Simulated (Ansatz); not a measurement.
# What PbS2 (model cell, started as fluorite) distorts into, part 2 of 3

Aim: this structure of PbS2 (model cell, started as fluorite) is to be tested for unstable modes, and one is followed downhill.

Ansatz 0.2.0; DFT PBEsol, scalar-relativistic, plane waves, PAW.

So far, highest frequency on the path or at a solved wavevector (cm⁻¹): step 2 (phonons on a q mesh) 129. Also lowest frequency on the path (cm⁻¹): step 2 -217.

The structure was built from a prototype and need not be the compound's stable phase.

## Step 4: The mode frozen in, largest atomic shift 0.45 Å

The atoms are moved along the unstable eigenvector, the largest shift by 0.45 Å, with the cell fixed.

input.yaml reads:

```yaml
crystal:
  lattice:
    - [0.0, -3.3238060899, -3.3238060899]
    - [0.0, 3.3238060899, -3.3238060899]
    - [6.6476121797, 0.0, 0.0]
  atoms:
    - { symbol: Pb, position: [0.5, 0.5, 0.5] }
    - { symbol: Pb, position: [0.0, 0.0, 0.0] }
    - { symbol: S, position: [0.0, 0.5, 0.8176934797] }
    - { symbol: S, position: [0.5, 0.0, 0.1823065203] }
    - { symbol: S, position: [1.0, 0.5, 0.3176934797] }
    - { symbol: S, position: [0.5, 0.0, 0.6823065203] }
kpoints:
  mp_grid: { grid: [8, 8, 6] }
hamiltonian:
  xc: pbesol
scf:
  occupations: { method: methfessel_paxton, width: 0.15 }
output:
  forces: true
  stress: true
  eigenvalues: true
```

Launch:

```console
$ ansatz run input.yaml --threads 4 --pin off --max-ram 7168MiB --backend cpu --events-out ev --progress --plain --runs-dir out
```

Numbers of over 12 decimals in the logs are rounded to 6 here.

The log of the run:

```text
[...]
Crystal: 6 atoms, lattice volume = 146.881 Å³
Basis set: ecut = 420 eV, 2887 PW (Γ), exchange–correlation on 64×64×90 points (8 copies of the dense FFT grid, shifted against one another)
Bands: 32, of which v1, the nominal top of the filled ones, is band 26 counted from 1 (25 counted from 0)
Symmetry: 16 space group operations
[...]
k-points: 60 of 384
[...]
k-point 0: bands = [... 22 lower, 4.6614, 5.4373, 6.2446, 6.4379, 6.4379, 6.7989, 8.9518, 10.3243, ... 2 higher]
  k-point 1: bands = [... 22 lower, 4.9981, 5.5039, 6.1842, 6.4521, 6.4521, 6.6047, 8.8946, 10.0933, ... 2 higher]
  k-point 2: bands = [... 22 lower, 5.2772, 5.6932, 5.8065, 6.2645, 6.4727, 6.4727, 8.9120, 9.6187, ... 2 higher]
  k-point 59: bands = [... 22 lower, 5.9578, 5.9578, 6.2054, 6.2054, 8.0068, 8.0068, 11.8911, 11.8911, ... 2 higher]
[key lines of the parts left out:]
SCF converged after 6 iterations
Free energy (F): -27048.508513 eV
Fermi energy:    6.469824 eV
P = ⅓ Tr σ = -0.3138 GPa (-3.138 kbar)
```

Run time: 4.5 s. Hardware: 4 threads of Arm Neoverse V1, shared host; peak memory 0.56 GiB.

Numbers from this step:

```yaml
pressure: -0.3138 GPa
energy_from_the_undistorted_cell: -101.2 meV/atom
```

The energy, extrapolated to zero smearing, is -101.18 meV/atom against the undistorted cell.

The run ends at a pressure of -0.31 GPa, with forces up to 0.056 eV/Å.

## Step 5: Energy along the mode, all amplitudes (two of the runs are shown above)

An imaginary frequency means negative curvature, so the energy should fall and then rise again as anharmonic terms take over.

This step gave:

```yaml
depth_at_the_lowest_point_sampled: 101.2 meV/atom
largest_atomic_shift_at_that_point: 0.45 Å
```

The energy from the parent by largest atomic shift:

| largest atomic shift (Å) | energy from the parent (meV/atom) |
| --- | --- |
| 0.000 | 0 |
| 0.040 | -2.62 |
| 0.080 | -10.2 |
| 0.140 | -28.6 |
| 0.220 | -57.2 |
| 0.320 | -87.2 |
| 0.450 | -101 |
| 0.600 | -68.7 |

Displacement at unit largest shift by atom:

| atom | x (Å) | y (Å) | z (Å) | size |
| --- | --- | --- | --- | --- |
| Pb1 | 0.00 | 0.00 | 0.00 | 0.00 |
| Pb2 | 0.00 | 0.00 | 0.00 | 0.00 |
| S3 | 1.00 | 0.00 | 0.00 | 1.00 |
| S4 | -1.00 | 0.00 | 0.00 | 1.00 |
| S5 | 1.00 | 0.00 | 0.00 | 1.00 |
| S6 | -1.00 | 0.00 | 0.00 | 1.00 |

The lowest of the steps tried is at 0.45 Å, 101 meV/atom below the parent; the bottom of the well need not coincide with a step.

## Step 6: Relaxing from the distorted cell

Starting from the lowest point found, all atoms and the cell are let go, so that strain and other modes of the same symmetry can join in.

Edit input.yaml of step 4 so:

```diff
@@ -22 +22,6 @@
   eigenvalues: true
+relax:
+  adjacent_minimum: "off"
+  f_tol: 0.002
+  max_steps: 120
+  cell: { stress_tol: 0.03 }
```

The log of the run:

```text
[...]
Crystal: 6 atoms, lattice volume = 146.881 Å³
Basis set: ecut = 420 eV, 2887 PW (Γ), exchange–correlation on 64×64×90 points (8 copies of the dense FFT grid, shifted against one another)
Bands: 32, of which v1, the nominal top of the filled ones, is band 26 counted from 1 (25 counted from 0)
Symmetry: 16 space group operations
[...]
k-points: 60 of 384
[...]
SCF iter   1: F=—  HF=-27048.524577 eV  |F-HF|=—  |Δ(HF+E_count)|=         —  Δρ=4.69e-3  dr2=5.03e-2  ethr=1.77e-3  ⟨swp⟩=7.1  Hψ=9137  notcnv=0
[...]
SCF iter   6: F=-27048.508513 eV  HF=-27048.508513 eV  |F-HF|=5.31e-9  |Δ(HF+E_count)|=   1.30e-7  S|Δr|=    0.00e0  Δρ=3.60e-6  dr2=1.83e-8  ethr=1.92e-10  ⟨swp⟩=8.8  Hψ=9806  notcnv=0
SCF 1 converged in 6 iterations: F = -27048.508513 eV  dr2 = 1.83e-8
[...]
relax step   1: F+E_penalty+E_count = -27048.50851347 eV  Δ(F+E_penalty+E_count) = +0.000e0 eV  max|allowed force component| = 5.582e-2 eV/Å  Δτ_max = 0.0000 Å  P = -0.314 GPa  Ω = 146.881 Å³  (6 SCF iters, dr2 threshold 1.00e-7 eV, accepted)
Crystal: 6 atoms, lattice volume = 144.418 Å³
Basis set: ecut = 420 eV, 2831 PW (Γ), exchange–correlation on 64×64×90 points (8 copies of the dense FFT grid, shifted against one another)
[...]
SCF iter   5: F=-27048.593749 eV  HF=-27048.593749 eV  |F-HF|=2.00e-8  |Δ(HF+E_count)|=   5.91e-7  S|Δr|=    0.00e0  Δρ=1.26e-5  dr2=2.57e-7  ethr=1.15e-9  ⟨swp⟩=7.3  Hψ=9565  notcnv=0
SCF 2 converged in 5 iterations: F = -27048.593749 eV  dr2 = 2.57e-7
relax step   2: F+E_penalty+E_count = -27048.59374941 eV  Δ(F+E_penalty+E_count) = -8.524e-2 eV  max|allowed force component| = 7.672e-2 eV/Å  Δτ_max = 0.0509 Å  P = +0.347 GPa  Ω = 144.418 Å³  energy of the carried Pulay correction = +1.645e-4 eV  (5 SCF iters, dr2 threshold 6.00e-7 eV, accepted)
Crystal: 6 atoms, lattice volume = 146.747 Å³
Basis set: ecut = 420 eV, 2847 PW (Γ), exchange–correlation on 64×64×90 points (8 copies of the dense FFT grid, shifted against one another)
[...]
SCF iter   6: F=-27048.786911 eV  HF=-27048.786911 eV  |F-HF|=1.97e-8  |Δ(HF+E_count)|=   4.04e-7  S|Δr|=    0.00e0  Δρ=3.97e-6  dr2=3.07e-8  ethr=1.15e-9  ⟨swp⟩=7.2  Hψ=8561  notcnv=0
SCF 3 converged in 6 iterations: F = -27048.786911 eV  dr2 = 3.07e-8
relax step   3: F+E_penalty+E_count = -27048.78691137 eV  Δ(F+E_penalty+E_count) = -1.932e-1 eV  max|allowed force component| = 1.679e-2 eV/Å  Δτ_max = 0.0243 Å  P = -0.349 GPa  Ω = 146.747 Å³  energy of the carried Pulay correction = +8.904e-6 eV  (6 SCF iters, dr2 threshold 6.00e-7 eV, accepted)
[... from here on, the SCF cycles and remarks between the steps are left out ...]
relax step   4: F+E_penalty+E_count = -27048.90497604 eV  Δ(F+E_penalty+E_count) = -1.181e-1 eV  max|allowed force component| = 2.253e-1 eV/Å  Δτ_max = 0.0261 Å  P = +1.284 GPa  Ω = 142.656 Å³  energy of the carried Pulay correction = +2.838e-4 eV  (5 SCF iters, dr2 threshold 6.00e-7 eV, accepted)
relax step   5: F+E_penalty+E_count = -27048.99812109 eV  Δ(F+E_penalty+E_count) = -9.315e-2 eV  max|allowed force component| = 8.779e-2 eV/Å  Δτ_max = 0.0745 Å  P = +0.308 GPa  Ω = 146.952 Å³  energy of the carried Pulay correction = -4.694e-6 eV  (5 SCF iters, dr2 threshold 6.00e-7 eV, accepted)
relax step   6: F+E_penalty+E_count = -27049.03234639 eV  Δ(F+E_penalty+E_count) = -3.423e-2 eV  max|allowed force component| = 6.433e-3 eV/Å  Δτ_max = 0.0075 Å  P = -0.058 GPa  Ω = 148.038 Å³  energy of the carried Pulay correction = -7.624e-5 eV  (5 SCF iters, dr2 threshold 6.00e-7 eV, accepted)
relax step   7: F+E_penalty+E_count = -27049.03383932 eV  Δ(F+E_penalty+E_count) = -1.493e-3 eV  max|allowed force component| = 1.409e-2 eV/Å  Δτ_max = 0.0052 Å  P = +0.090 GPa  Ω = 147.785 Å³  energy of the carried Pulay correction = -5.962e-5 eV  (5 SCF iters, dr2 threshold 7.63e-8 eV, accepted)
relax step   8: F+E_penalty+E_count = -27049.03396522 eV  Δ(F+E_penalty+E_count) = -1.259e-4 eV  max|allowed force component| = 5.251e-4 eV/Å  Δτ_max = 0.0018 Å  P = -0.009 GPa  Ω = 147.958 Å³  energy of the carried Pulay correction = -7.097e-5 eV  (4 SCF iters, dr2 threshold 2.57e-8 eV, accepted)
relax step   9: F+E_penalty+E_count = -27049.06150584 eV  Δ(F+E_penalty+E_count) = -2.754e-2 eV  max|allowed force component| = 8.102e-4 eV/Å  Δτ_max = 0.0000 Å  P = +0.289 GPa  Ω = 147.958 Å³  stress off target by 8.26e-1 GPa  SCF on the basis re-selected at this cell (its energy is not comparable with the rows above)  (7 SCF iters)
relax step  10: F+E_penalty+E_count = -27049.07597020 eV  Δ(F+E_penalty+E_count) = -1.446e-2 eV  max|allowed force component| = 1.577e-2 eV/Å  Δτ_max = 0.0105 Å  P = +0.039 GPa  Ω = 149.145 Å³  energy of the carried Pulay correction = -7.575e-5 eV  (5 SCF iters, dr2 threshold 6.00e-7 eV, accepted)
relax step  11: F+E_penalty+E_count = -27049.09002935 eV  Δ(F+E_penalty+E_count) = -1.406e-2 eV  max|allowed force component| = 1.452e-3 eV/Å  Δτ_max = 0.0213 Å  P = +0.106 GPa  Ω = 150.103 Å³  energy of the carried Pulay correction = -1.345e-4 eV  (6 SCF iters, dr2 threshold 4.07e-7 eV, accepted)
relax step  12: F+E_penalty+E_count = -27049.09347104 eV  Δ(F+E_penalty+E_count) = -3.442e-3 eV  max|allowed force component| = 9.209e-3 eV/Å  Δτ_max = 0.0159 Å  P = +0.038 GPa  Ω = 151.117 Å³  energy of the carried Pulay correction = -2.032e-4 eV  (6 SCF iters, dr2 threshold 1.74e-7 eV, accepted)
relax step  13: F+E_penalty+E_count = -27049.09340514 eV  Δ(F+E_penalty+E_count) = +6.590e-5 eV  max|allowed force component| = 2.221e-2 eV/Å  Δτ_max = 0.0002 Å  P = +0.037 GPa  Ω = 151.041 Å³  energy of the carried Pulay correction = -1.953e-4 eV  (6 SCF iters, dr2 threshold 1.96e-8 eV, rejected (line search))
relax step  14: F+E_penalty+E_count = -27049.09361288 eV  Δ(F+E_penalty+E_count) = -1.418e-4 eV  max|allowed force component| = 6.195e-4 eV/Å  Δτ_max = 0.0012 Å  P = +0.012 GPa  Ω = 151.227 Å³  energy of the carried Pulay correction = -2.106e-4 eV  (8 SCF iters, accepted)
relax step  15: F+E_penalty+E_count = -27049.09362731 eV  Δ(F+E_penalty+E_count) = -1.443e-5 eV  max|allowed force component| = 5.279e-3 eV/Å  Δτ_max = 0.0031 Å  P = +0.021 GPa  Ω = 151.368 Å³  energy of the carried Pulay correction = -2.202e-4 eV  (8 SCF iters, accepted)
relax step  16: F+E_penalty+E_count = -27049.09363138 eV  Δ(F+E_penalty+E_count) = -4.073e-6 eV  max|allowed force component| = 2.118e-3 eV/Å  Δτ_max = 0.0011 Å  P = -0.022 GPa  Ω = 151.416 Å³  energy of the carried Pulay correction = -2.241e-4 eV  (6 SCF iters, dr2 threshold 1.74e-9 eV, accepted)
relax step  17: F+E_penalty+E_count = -27049.09363969 eV  Δ(F+E_penalty+E_count) = -8.303e-6 eV  max|allowed force component| = 3.003e-5 eV/Å  Δτ_max = 0.0000 Å  P = -0.001 GPa  Ω = 151.362 Å³  energy of the carried Pulay correction = -2.200e-4 eV  (5 SCF iters, dr2 threshold 2.80e-10 eV, accepted)
[...]
SCF iter   5: F=-27049.094537 eV  HF=-27049.094537 eV  |F-HF|=3.64e-12  |Δ(HF+E_count)|=  1.82e-11  S|Δr|=    0.00e0  Δρ=6.00e-8  dr2=1.15e-11  ethr=1.00e-12  ⟨swp⟩=7.4  Hψ=11353  notcnv=0
SCF 18 converged in 5 iterations: F = -27049.094537 eV  dr2 = 1.15e-11
relax step  18: F+E_penalty+E_count = -27049.09453722 eV  Δ(F+E_penalty+E_count) = -8.975e-4 eV  max|allowed force component| = 6.131e-5 eV/Å  Δτ_max = 0.0000 Å  P = +0.008 GPa  Ω = 151.362 Å³  stress off target by 2.83e-2 GPa  SCF on the basis re-selected at this cell (its energy is not comparable with the rows above)  (5 SCF iters)
[...]
SCF converged after 5 iterations
[...]
Free energy (F): -27049.094537 eV
[...]
Internal energy: -27049.093972 eV  (E = F + TS)
E sigma→0 (E₀):  -27049.094396 eV
Entropy (-TS):   -0.000565 eV (-0.094 meV/atom)
Fermi energy:    6.549845 eV
[...]
--- Forces (eV/Å), atoms counted from 1 ---
  atom   1  Pb    -0.00000000    -0.00000000    -0.00000000
  atom   2  Pb    -0.00000000     0.00000000     0.00000000
  atom   3  S     -0.00006131    -0.00000000    -0.00000000
  atom   4  S      0.00006131    -0.00000000    -0.00000000
  atom   5  S     -0.00006131     0.00000000     0.00000000
  atom   6  S      0.00006131     0.00000000     0.00000000
  max |Σ_I F_I| component: 3.47e-17 eV/Å
--- Stress (GPa, compression-positive) ---
        0.028296       0.000000      -0.000000
        0.000000      -0.002614      -0.000000
       -0.000000      -0.000000      -0.002614
  P = ⅓ Tr σ = 0.0077 GPa (0.077 kbar)
--- Band table (eV; the first three rows and the last of 60) ---
  k-point 0: bands = [... 22 lower, 4.5092, 4.6512, 5.7713, 6.6048, 6.6048, 7.2396, 8.9206, 9.7785, ... 2 higher]
  k-point 1: bands = [... 22 lower, 4.8049, 4.8049, 5.8263, 6.5652, 6.5652, 7.1547, 8.9316, 9.5968, ... 2 higher]
  k-point 2: bands = [... 22 lower, 5.0942, 5.0942, 6.0554, 6.4738, 6.4738, 6.8848, 8.9674, 9.2748, ... 2 higher]
  k-point 59: bands = [... 22 lower, 4.4532, 4.4532, 5.1090, 5.1090, 8.3431, 8.3431, 10.4538, 10.4538, ... 2 higher]
--- Relaxed structure (16 steps of the walk, 15 accepted, 2 SCFs on fresh bases) ---
  F+E_penalty+E_count = -27049.09453722 eV   max|allowed force component| = 6.131e-5 eV/Å   (the final SCF, on the basis selected at the relaxed cell)
  cell:  # Å, volume = 151.3616 Å³
    - [2.0621933518097573e-17, -2.904225, -2.904225]
    - [2.0621933518097462e-17, 2.904225, -2.904225]
    - [8.972742, 0, -4.124386703557459e-17]
  atoms:
    - { symbol: Pb, position: [0.500000, 0.500000, 0.5] }
    - { symbol: Pb, position: [0, 0, 0] }
    - { symbol: S, position: [0.0, 0.500000, 0.830240] }
    - { symbol: S, position: [0.500000, 0.0, 0.169760] }
    - { symbol: S, position: [1.000000, 0.5, 0.330240] }
    - { symbol: S, position: [0.500000, 0.0, 0.669760] }
```

Wall time 95 s (4 threads); peak memory 0.61 GiB; 6.1 min of CPU time.

Relaxation path:

| step | energy less that of the first step (eV) | largest force component (eV/Å) | pressure (GPa) | volume (Å³) |
| --- | --- | --- | --- | --- |
| 1 | 0.0000 | 0.0558 | -0.31 | 146.88 |
| 2 | -0.0852 | 0.0767 | 0.35 | 144.42 |
| 3 | -0.2784 | 0.0168 | -0.35 | 146.75 |
| 4 | -0.3965 | 0.2253 | 1.28 | 142.66 |
| 5 | -0.4896 | 0.0878 | 0.31 | 146.95 |
| 6 | -0.5238 | 0.0064 | -0.06 | 148.04 |
| 7 | -0.5253 | 0.0141 | 0.09 | 147.78 |
| 8 | -0.5255 | 0.0005 | -0.01 | 147.96 |
| 9* | -0.5530 | 0.0008 | 0.29 | 147.96 |
| 10 | -0.5675 | 0.0158 | 0.04 | 149.15 |
| 11 | -0.5815 | 0.0015 | 0.11 | 150.10 |
| 12 | -0.5850 | 0.0092 | 0.04 | 151.12 |
| 13 | -0.5849 | 0.0222 | 0.04 | 151.04 |
| 14 | -0.5851 | 0.0006 | 0.01 | 151.23 |
| 15 | -0.5851 | 0.0053 | 0.02 | 151.37 |
| 16 | -0.5851 | 0.0021 | -0.02 | 151.42 |
| 17 | -0.5851 | 0.0000 | 0.00 | 151.36 |
| 18* | -0.5860 | 0.0001 | 0.01 | 151.36 |

Relaxation steps marked * repeat the geometry before them on a plane-wave basis chosen anew for their cell, so energy and pressure can jump there. Relaxation step 13 was tried and not accepted.

The run keeps the 16 symmetry operations that it works with, so distortions that break them were not tested.

| cell as run | before | after | change |
| --- | --- | --- | --- |
| a (Å) | 4.701 | 4.107 | -12.6 % |
| b (Å) | 4.701 | 4.107 | -12.6 % |
| c (Å) | 6.648 | 8.973 | +35.0 % |
| volume (Å³/atom) | 24.48 | 25.23 | +3.1 % |

The atoms that moved most (Å, as changes of fractional coordinates times the final cell):

| atom | dx | dy | dz | length |
| --- | --- | --- | --- | --- |
| S3 | 0.113 | 0.000 | 0.000 | 0.113 |
| S5 | 0.113 | 0.000 | 0.000 | 0.113 |
| S6 | -0.113 | 0.000 | 0.000 | 0.113 |
| S4 | -0.113 | 0.000 | 0.000 | 0.113 |

The relaxed structure:

```xyz
6
Lattice="0.0000 -2.9042 -2.9042 0.0000 2.9042 -2.9042 8.9727 0.0000 0.0000" Properties=species:S:1:pos:R:3 pbc="T T T"
Pb    4.4864    0.0000   -2.9042
Pb    0.0000    0.0000    0.0000
S     7.4495    1.4521   -1.4521
S     1.5232   -1.4521   -1.4521
S     2.9632   -1.4521   -4.3563
S     6.0096   -1.4521   -1.4521
```

Numbers from this step:

```yaml
pressure: 0.007689 GPa
volume_per_atom: 25.23 Å³
```

The distorted start has space group P4_2/nmc; the relaxation ends in P4_2/nmc.

## Step 7: The new phase in its own primitive cell

The relaxed structure is symmetrised, reduced to its primitive cell and relaxed tightly, as its phonons need.

input.yaml reads:

```yaml
crystal:
  lattice:
    - [4.1071937398, 0.0, 0.0]
    - [0.0, 4.1071937398, 0.0]
    - [0.0, 0.0, 8.9727421831]
  atoms:
    - { symbol: Pb, position: [0.5, 0.5, 0.5] }
    - { symbol: Pb, position: [0.0, 0.0, 0.0] }
    - { symbol: S, position: [0.0, 0.5, 0.8302403488] }
    - { symbol: S, position: [0.5, 0.0, 0.1697596512] }
    - { symbol: S, position: [0.0, 0.5, 0.3302403488] }
    - { symbol: S, position: [0.5, 0.0, 0.6697596512] }
kpoints:
  mp_grid: { grid: [8, 8, 4] }
hamiltonian:
  xc: pbesol
scf:
  occupations: { method: methfessel_paxton, width: 0.15 }
output:
  forces: true
  stress: true
  eigenvalues: true
relax:
  adjacent_minimum: "off"
  f_tol: 0.001
  max_steps: 60
  cell: { stress_tol: 0.01 }
```

The log of the run:

```text
[...]
Crystal: 6 atoms, lattice volume = 151.362 Å³
Basis set: ecut = 420 eV, 2957 PW (Γ), exchange–correlation on 60×60×120 points (8 copies of the dense FFT grid, shifted against one another)
Bands: 32, of which v1, the nominal top of the filled ones, is band 26 counted from 1 (25 counted from 0)
Symmetry: 16 space group operations
[...]
k-points: 45 of 256
[...]
cell:  # Å, volume = 151.5281 Å³
    - [4.099507, 0, 0.0]
    - [0, 4.099507, 0.0]
    - [0.0, 0.0, 9.016332]
  atoms:
    - { symbol: Pb, position: [0.500000, 0.500000, 0.5] }
    - { symbol: Pb, position: [0, 0, 0.0] }
    - { symbol: S, position: [0, 0.500000, 0.830671] }
    - { symbol: S, position: [0.500000, 0, 0.169329] }
    - { symbol: S, position: [0, 0.500000, 0.330671] }
    - { symbol: S, position: [0.500000, 0, 0.669329] }
[key lines of the parts left out:]
SCF converged after 6 iterations
Free energy (F): -27049.094410 eV
Fermi energy:    6.533945 eV
P = ⅓ Tr σ = 0.0009 GPa (0.009 kbar)
```

Wall time 25 s (4 threads); peak memory 0.58 GiB.

Step by step:

| step | energy less that of the first step (eV) | largest force component (eV/Å) | pressure (GPa) | volume (Å³) |
| --- | --- | --- | --- | --- |
| 1 | 0.0000 | 0.0011 | 0.01 | 151.36 |
| 2 | 0.0000 | 0.0006 | -0.01 | 151.42 |
| 3 | 0.0000 | 0.0080 | -0.01 | 151.43 |
| 4 | 0.0000 | 0.0023 | -0.04 | 151.64 |
| 5 | 0.0000 | 0.0005 | 0.00 | 151.53 |
| 6* | -0.0001 | 0.0005 | 0.00 | 151.53 |

Relaxation steps marked * repeat the geometry before them on a plane-wave basis chosen anew for their cell, so energy and pressure can jump there.

The run keeps the 16 symmetry operations that it works with, so distortions that break them were not tested.

| conventional cell, symmetrised | before | after | change |
| --- | --- | --- | --- |
| a (Å) | 4.107 | 4.100 | -0.2 % |
| b (Å) | 4.107 | 4.100 | -0.2 % |
| c (Å) | 8.973 | 9.016 | +0.5 % |
| volume (Å³/atom) | 25.23 | 25.25 | +0.1 % |

The relaxed structure:

```xyz
6
Lattice="4.0995 0.0000 0.0000 0.0000 4.0995 0.0000 0.0000 0.0000 9.0163" Properties=species:S:1:pos:R:3 pbc="T T T"
Pb    2.0498    2.0498    4.5082
Pb    0.0000    0.0000    0.0000
S     0.0000    2.0498    7.4896
S     2.0498    0.0000    1.5267
S     0.0000    2.0498    2.9814
S     2.0498    0.0000    6.0349
```

Numbers from this step:

```yaml
pressure: 8.60e-4 GPa
volume_per_atom: 25.25 Å³
```

The largest force component left is 0.47 meV/Å and the pressure is 0.001 GPa, within the tolerances set. The cell now holds 25.25 Å³/atom.

[end of part 2 of 3]

[Logs are printed without paths, hosts, clocks, repeated set-up lines and the standing remarks that a program may print on its own settings, such as how far it seeks lower states.]

[Hosts, paths, dates, database ids (printed as entryN), source tags and the programs' standing remarks are cut or masked in the printed files.]
